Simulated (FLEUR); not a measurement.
**Fixed-spin-moment curve of V3Pt with FLEUR**

Aim: the energy of V3Pt as a function of its total spin moment.

Calculated with FLEUR MaX-R8.1; PBEsol; all-electron FLAPW, Dirac cores, scalar-relativistic bands.

This is a report of a sequence of runs, with most program output left out.

## 1. The structure

Symmetry: Pm-3m, No. 221, cubic system. The conventional cell has a = 3.918 Å, b = 3.918 Å, c = 3.918 Å, α = 90.00°, β = 90.00°, γ = 90.00°. V has 4 Pt at 2.77 Å and 8 V at 2.77 Å nearest. Pt has 12 V at 2.77 Å nearest. Farther neighbours are not listed.

Coordinates:

```cif
data_structure
_symmetry_space_group_name_H-M 'Pm-3m'
_symmetry_Int_Tables_number 221
_cell_length_a 3.9180
_cell_length_b 3.9180
_cell_length_c 3.9180
_cell_angle_alpha 90.000
_cell_angle_beta 90.000
_cell_angle_gamma 90.000
_cell_volume 60.14
loop_
_atom_site_label
_atom_site_type_symbol
_atom_site_symmetry_multiplicity
_atom_site_Wyckoff_symbol
_atom_site_fract_x
_atom_site_fract_y
_atom_site_fract_z
_atom_site_occupancy
V1 V 3 c 0.00000 0.50000 0.50000 1
Pt1 Pt 1 a 0.00000 0.00000 0.00000 1
```

## 2. The free run

The free run tells which range of moments is worth scanning.

inpgen writes inp.xml from crystal.txt; cutoffs, mixing, functional, smearing and local orbitals are then set in the file. The k list default-1 (kpts.xml, not shown) is a Γ-centred 8×8×8 mesh; where the ranks do not divide the number of points, some are split in two of half the weight. The seed on Pt dies away in this run, so the pattern is judged on the other seeded atoms.

Contents of inp.xml:

```
<?xml version="1.0" encoding="UTF-8" standalone="no"?>
<fleurInput fleurInputVersion="0.39">
   <comment>
      V3Pt
   </comment>
   <calculationSetup>
      <cutoffs Kmax="3.6" Gmax="10.8" GmaxXC="10.8" numbands="0"/>
      <scfLoop itmax="90" minDistance="0.00002" maxIterBroyd="15" imix="Anderson" alpha="0.05" precondParam="0.0" spinf="2.0" sdNocoIR="T"/>
      <coreElectrons ctail="T" frcor="F" kcrel="0" coretail_lmax="0"/>
      <xcFunctional name="PBEs" relativisticCorrections="F"/>
      <magnetism jspins="2"/>
      <soc l_soc="F" theta="0.0" phi="0.0" spav="F"/>
      <expertModes spex="0" secvar="F"/>
      <geometryOptimization l_f="F" forcealpha="1.0" forcemix="BFGS" epsdisp="0.00001" epsforce="0.00001"/>
      <ldaU l_linMix="F" mixParam="0.05" spinf="1.0"/>
   </calculationSetup>
   <cell>
      <bzIntegration valenceElectrons="55.0" mode="hist" fermiSmearingEnergy="0.00110248">
         <kPointListSelection listName="default-1"/>
         <xi:include xmlns:xi="http://www.w3.org/2001/XInclude" href="kpts.xml"> </xi:include>
      </bzIntegration>
      <xi:include xmlns:xi="http://www.w3.org/2001/XInclude" href="sym.xml"> </xi:include>
      <bulkLattice scale="1.0">
         <bravaisMatrix>
            <row-1>    7.4039469561828000     0.0000000000000000     0.0000000000000000</row-1>
            <row-2>    0.0000000000000000     7.4039469561828000     0.0000000000000000</row-2>
            <row-3>    0.0000000000000000     0.0000000000000000     7.4039469561828000</row-3>
         </bravaisMatrix>
      </bulkLattice>
   </cell>
   <atomSpecies>
      <species name="Vanadium (1.501" element="V" atomicNumber="23">
         <mtSphere radius="2.55" gridPoints="843" logIncrement="0.014"/>
         <atomicCutoffs lmax="10" lnonsphr="8"/>
         <electronConfig flipSpins="F">
            <coreConfig>(1s1/2) (2s1/2) (2p1/2) (2p3/2)</coreConfig>
            <valenceConfig>(3s1/2) (3p1/2) (3p3/2) (4s1/2) (3d3/2) (3d5/2)</valenceConfig>
            <stateOccupation state="(3d3/2)" spinUp="0.6" spinDown="0.6"/>
            <stateOccupation state="(3d5/2)" spinUp="1.6505" spinDown="0.1495"/>
         </electronConfig>
         <energyParameters s="4" p="4" d="3" f="4"/>
         <lo type="SCLO" l="0" n="3" eDeriv="0"/>
         <lo type="SCLO" l="1" n="3" eDeriv="0"/>
      </species>
      <species name="Platinum (.600" element="Pt" atomicNumber="78">
         <mtSphere radius="2.55" gridPoints="843" logIncrement="0.016"/>
         <atomicCutoffs lmax="10" lnonsphr="8"/>
         <electronConfig flipSpins="F">
            <coreConfig>(1s1/2) (2s1/2) (2p1/2) (2p3/2) (3s1/2) (3p1/2) (3p3/2) (4s1/2) (3d3/2) (3d5/2) (4p1/2) (4p3/2) (5s1/2) (4d3/2) (4d5/2) (4f5/2) (4f7/2)</coreConfig>
            <valenceConfig>(5p1/2) (5p3/2) (6s1/2) (5d3/2) (5d5/2)</valenceConfig>
            <stateOccupation state="(6s1/2)" spinUp="0.5" spinDown="0.5"/>
            <stateOccupation state="(5d3/2)" spinUp="1.8" spinDown="1.8"/>
            <stateOccupation state="(5d5/2)" spinUp="3.0" spinDown="2.4"/>
         </electronConfig>
         <energyParameters s="6" p="6" d="5" f="5"/>
         <lo type="SCLO" l="1" n="5" eDeriv="0"/>
      </species>
   </atomSpecies>
   <atomGroups>
      <atomGroup species="Vanadium (1.501">
         <relPos label="                   1">.0000000000 1.000/2.000 1.000/2.000</relPos>
         <relPos label="                   2">1.000/2.000 .0000000000 1.000/2.000</relPos>
         <relPos label="                   3">1.000/2.000 1.000/2.000 .0000000000</relPos>
         <force calculate="T" relaxXYZ="TTT"/>
      </atomGroup>
      <atomGroup species="Platinum (.600">
         <relPos label="                   4">.0000000000 .0000000000 .0000000000</relPos>
         <force calculate="T" relaxXYZ="TTT"/>
      </atomGroup>
   </atomGroups>
   <output dos="F" band="F" slice="F">
      <bandDOS minEnergy="-.5*Htr" maxEnergy="0.5*Htr" sigma="0.015" storeEVData="T"/>
      <plotting iplot="0" polar="F">
         <plot TwoD="T" vec1="  1.0  0.0  0.0" vec2="  0.0  1.0  0.0" vec3="  0.0  0.0  1.0" zero="  0.0  0.0  0.0" file="plot"/>
      </plotting>
      <moessbauerParams electricFieldGradient="F" isomerShift="F" coreHyperfine="F" valenceHyperfine="F"/>
   </output>
</fleurInput>
```

Contents of crystal.txt:

```
V3Pt
&input film=F cartesian=F /
3.91800000000  0.00000000000  0.00000000000
0.00000000000  3.91800000000  0.00000000000
0.00000000000  0.00000000000  3.91800000000
1.8897261246
1.0 1.0 1.0

4
23 0.00000000000  0.50000000000  0.50000000000 : 1.501
23 0.50000000000  0.00000000000  0.50000000000 : 1.501
23 0.50000000000  0.50000000000  0.00000000000 : 1.501
78 0.00000000000  0.00000000000  0.00000000000 : 0.600

&kpt div1=8 div2=8 div3=8 gamma=T /
```

Launch:

```console
OMP_NUM_THREADS=1 inpgen -f crystal.txt > inpgen.log  # inp.xml is then edited as shown
OMP_NUM_THREADS=1 mpirun -n 4 fleur_MPI > fleur.log
```

It took 59 s on 4 MPI ranks of Intel Xeon Platinum 8488C (Sapphire Rapids), shared host; peak memory 0.27 GiB; 3.9 min of CPU time.

Spin moment in the muffin-tin sphere by atom:

```csv
atom,spin moment in the muffin-tin sphere (μB)
V1,0.266
V2,0.266
V3,0.266
Pt4,0.013
```

Numbers from this step:

* free energy: -579237.4655 eV
* program's band gap on this mesh (in a metal only a level spacing): 0.02268 eV
* magnetization: 0.8812 μB
* final state: ferromagnetic

After 37 cycles the largest moment stands at 0.266 μB.

## 3. No spin polarisation

inp.xml: that of step 2 with these lines changed.

```diff
@@ -10,3 +10,3 @@
       <xcFunctional name="PBEs" relativisticCorrections="F"/>
-      <magnetism jspins="2"/>
+      <magnetism jspins="1"/>
       <soc l_soc="F" theta="0.0" phi="0.0" spav="F"/>
@@ -31,3 +31,3 @@
    <atomSpecies>
-      <species name="Vanadium (1.501" element="V" atomicNumber="23">
+      <species name="Vanadium (V)" element="V" atomicNumber="23">
          <mtSphere radius="2.55" gridPoints="843" logIncrement="0.014"/>
@@ -37,4 +37,4 @@
             <valenceConfig>(3s1/2) (3p1/2) (3p3/2) (4s1/2) (3d3/2) (3d5/2)</valenceConfig>
-            <stateOccupation state="(3d3/2)" spinUp="0.6" spinDown="0.6"/>
-            <stateOccupation state="(3d5/2)" spinUp="1.6505" spinDown="0.1495"/>
+            <stateOccupation state="(3d3/2)" spinUp="0.600000" spinDown="0.600000"/>
+            <stateOccupation state="(3d5/2)" spinUp="0.900000" spinDown="0.900000"/>
          </electronConfig>
@@ -44,3 +44,3 @@
       </species>
-      <species name="Platinum (.600" element="Pt" atomicNumber="78">
+      <species name="Platinum (Pt)" element="Pt" atomicNumber="78">
          <mtSphere radius="2.55" gridPoints="843" logIncrement="0.016"/>
@@ -50,5 +50,5 @@
             <valenceConfig>(5p1/2) (5p3/2) (6s1/2) (5d3/2) (5d5/2)</valenceConfig>
-            <stateOccupation state="(6s1/2)" spinUp="0.5" spinDown="0.5"/>
-            <stateOccupation state="(5d3/2)" spinUp="1.8" spinDown="1.8"/>
-            <stateOccupation state="(5d5/2)" spinUp="3.0" spinDown="2.4"/>
+            <stateOccupation state="(6s1/2)" spinUp="0.500000" spinDown="0.500000"/>
+            <stateOccupation state="(5d3/2)" spinUp="1.800000" spinDown="1.800000"/>
+            <stateOccupation state="(5d5/2)" spinUp="2.700000" spinDown="2.700000"/>
          </electronConfig>
@@ -59,3 +59,3 @@
    <atomGroups>
-      <atomGroup species="Vanadium (1.501">
+      <atomGroup species="Vanadium (V)">
          <relPos label="                   1">.0000000000 1.000/2.000 1.000/2.000</relPos>
@@ -65,3 +65,3 @@
       </atomGroup>
-      <atomGroup species="Platinum (.600">
+      <atomGroup species="Platinum (Pt)">
          <relPos label="                   4">.0000000000 .0000000000 .0000000000</relPos>
```

Contents of crystal.txt:

```
V3Pt
&input film=F cartesian=F /
3.91800000000  0.00000000000  0.00000000000
0.00000000000  3.91800000000  0.00000000000
0.00000000000  0.00000000000  3.91800000000
1.8897261246
1.0 1.0 1.0

4
23 0.00000000000  0.50000000000  0.50000000000
23 0.50000000000  0.00000000000  0.50000000000
23 0.50000000000  0.50000000000  0.00000000000
78 0.00000000000  0.00000000000  0.00000000000

&kpt div1=8 div2=8 div3=8 gamma=T /
```

Run time: 21 s. Hardware: 4 MPI ranks; peak memory 0.25 GiB.

This step gave:

| Property | Result |
| --- | --- |
| free energy | -579237.4589 eV |
| program's band gap on this mesh (in a metal only a level spacing) | 0.002101 eV |
| final state | non-magnetic (no spin polarisation) |

Its energy lies +6.5 meV a cell from the free run's.

## 4. Moment fixed at 0.82 μB

Two Fermi energies hold the total moment; the run starts from the free run's density. The seed on Pt dies away in this run, so the pattern is judged on the other seeded atoms.

inp.xml: that of step 3 with these lines changed.

```diff
@@ -10,3 +10,3 @@
       <xcFunctional name="PBEs" relativisticCorrections="F"/>
-      <magnetism jspins="1"/>
+      <magnetism jspins="2" fixed_moment="0.82"/>
       <soc l_soc="F" theta="0.0" phi="0.0" spav="F"/>
@@ -31,3 +31,3 @@
    <atomSpecies>
-      <species name="Vanadium (V)" element="V" atomicNumber="23">
+      <species name="Vanadium (1.501" element="V" atomicNumber="23">
          <mtSphere radius="2.55" gridPoints="843" logIncrement="0.014"/>
@@ -37,4 +37,4 @@
             <valenceConfig>(3s1/2) (3p1/2) (3p3/2) (4s1/2) (3d3/2) (3d5/2)</valenceConfig>
-            <stateOccupation state="(3d3/2)" spinUp="0.600000" spinDown="0.600000"/>
-            <stateOccupation state="(3d5/2)" spinUp="0.900000" spinDown="0.900000"/>
+            <stateOccupation state="(3d3/2)" spinUp="0.6" spinDown="0.6"/>
+            <stateOccupation state="(3d5/2)" spinUp="1.6505" spinDown="0.1495"/>
          </electronConfig>
@@ -44,3 +44,3 @@
       </species>
-      <species name="Platinum (Pt)" element="Pt" atomicNumber="78">
+      <species name="Platinum (.600" element="Pt" atomicNumber="78">
          <mtSphere radius="2.55" gridPoints="843" logIncrement="0.016"/>
@@ -50,5 +50,5 @@
             <valenceConfig>(5p1/2) (5p3/2) (6s1/2) (5d3/2) (5d5/2)</valenceConfig>
-            <stateOccupation state="(6s1/2)" spinUp="0.500000" spinDown="0.500000"/>
-            <stateOccupation state="(5d3/2)" spinUp="1.800000" spinDown="1.800000"/>
-            <stateOccupation state="(5d5/2)" spinUp="2.700000" spinDown="2.700000"/>
+            <stateOccupation state="(6s1/2)" spinUp="0.5" spinDown="0.5"/>
+            <stateOccupation state="(5d3/2)" spinUp="1.8" spinDown="1.8"/>
+            <stateOccupation state="(5d5/2)" spinUp="3.0" spinDown="2.4"/>
          </electronConfig>
@@ -59,3 +59,3 @@
    <atomGroups>
-      <atomGroup species="Vanadium (V)">
+      <atomGroup species="Vanadium (1.501">
          <relPos label="                   1">.0000000000 1.000/2.000 1.000/2.000</relPos>
@@ -65,3 +65,3 @@
       </atomGroup>
-      <atomGroup species="Platinum (Pt)">
+      <atomGroup species="Platinum (.600">
          <relPos label="                   4">.0000000000 .0000000000 .0000000000</relPos>
```

Launch:

```console
OMP_NUM_THREADS=1 mpirun -n 4 fleur_MPI > fleur.log
```

Run time: 32 s. Hardware: 4 MPI ranks; peak memory 0.29 GiB.

This step gave:

```
magnetization : 0.82 μB
```

Its energy lies +0.1 meV a cell from the free run's.

## 5. Moment fixed at 1.23 μB

The seed on Pt dies away in this run, so the pattern is judged on the other seeded atoms.

inp.xml: that of step 4 with these lines changed.

```diff
@@ -10,3 +10,3 @@
       <xcFunctional name="PBEs" relativisticCorrections="F"/>
-      <magnetism jspins="2" fixed_moment="0.82"/>
+      <magnetism jspins="2" fixed_moment="1.23"/>
       <soc l_soc="F" theta="0.0" phi="0.0" spav="F"/>
```

The job ended after 26 s (4 MPI ranks; peak memory 0.28 GiB; 1.7 min of CPU time).

Numbers from this step:

| Quantity | Value |
| --- | --- |
| magnetization | 1.23 μB |

Its energy lies +6.3 meV a cell from the free run's.

## 6. Moment fixed at 0.41 μB

inp.xml: that of step 5 with these lines changed.

```diff
@@ -10,3 +10,3 @@
       <xcFunctional name="PBEs" relativisticCorrections="F"/>
-      <magnetism jspins="2" fixed_moment="1.23"/>
+      <magnetism jspins="2" fixed_moment="0.41"/>
       <soc l_soc="F" theta="0.0" phi="0.0" spav="F"/>
```

Wall time 27 s (4 MPI ranks); peak memory 0.27 GiB.

This step gave:

| Item | Value |
| --- | --- |
| magnetization | 0.41 μB |

Its energy lies +4.2 meV a cell from the free run's.

## 7. An attempt with other settings

A slip in the input shows what the program catches and what it lets pass.

inp.xml: that of step 2 with these lines changed.

```diff
@@ -7,3 +7,3 @@
       <cutoffs Kmax="3.6" Gmax="10.8" GmaxXC="10.8" numbands="0"/>
-      <scfLoop itmax="90" minDistance="0.00002" maxIterBroyd="15" imix="Anderson" alpha="0.05" precondParam="0.0" spinf="2.0" sdNocoIR="T"/>
+      <scfLoop itmax="60" minDistance="0.00002" maxIterBroyd="15" imix="Anderson" alpha="0.05" precondParam="0.0" spinf="2.0" sdNocoIR="T"/>
       <coreElectrons ctail="T" frcor="F" kcrel="0" coretail_lmax="0"/>
```

crystal.txt: that of step 2 with these lines changed.

```diff
@@ -14,2 +14,2 @@
 
-&kpt div1=8 div2=8 div3=8 gamma=T /
+&kpt div1=1 div2=1 div3=1 gamma=T /
```

Launch:

```console
OMP_NUM_THREADS=1 inpgen -f crystal.txt > inpgen.log  # inp.xml is then edited as shown
OMP_NUM_THREADS=4 fleur_MPI > fleur.log
```

Run time: 12 s. Hardware: 1 MPI rank; peak memory 0.09 GiB.

The run converged, but its input is faulty, so its numbers are not to be trusted.

The fault in the input: one k-point for a small cell.

The two runs compared:

```csv
quantity,this run,first run,difference
largest moment (μB),0.15224,0.26626,-0.114
magnetization (μB),1,0.8812,0.119
free energy (eV),-579238.30,-579237.47,-0.833
```

One result that differs is the largest moment, 0.152 μB against 0.266 μB.

A single point can't sample the zone of a small cell; the mesh must follow the cell's size.

## 8. E(M)

The other moments were run in the same way.

The energy over the lowest by total spin moment:

```csv
total spin moment (μB a cell),energy over the lowest (meV a cell)
0.00,6.53
0.41,4.20
0.82,0.129
0.88,0
1.23,6.34
1.64,26.6
2.05,51.5
2.46,83.5
2.87,126
3.28,177
```

Table of moment, largest sphere moment by total spin moment:

```csv
total spin moment (μB a cell),"moment, largest sphere moment (μB)"
0.00,0
0.41,0.124
0.82,0.248
0.88,0.266
1.23,0.369
1.64,0.489
2.05,0.608
2.46,0.726
2.87,0.842
3.28,0.957
```

## 9. Results

* moment of the free run: 0.881 μB a cell
* moment of the lowest point: 0.881 μB a cell
* energy of the spinless run: 6.53 meV a cell over the lowest

In words: The lowest point lies 6.53 meV a cell under the spinless run, in free energy at a smearing of 0.03 eV. The point at zero is the spinless run. Opposed orders, which also have no total moment, were not run.

[Logs and program files are shortened in this print: banners, set-up blocks, solver, clock and traceback lines can be left out without a mark of their own.]

[Logs are printed without paths, hosts, clocks, repeated set-up lines and the standing remarks that a program may print on its own settings, such as how far it seeks lower states.]

[Hosts, paths, dates, database ids (printed as entryN), source tags and the programs' standing remarks are cut or masked in the printed files.]

[Where a cell is said to come from a database of computed structures, the database is the Materials Project.]
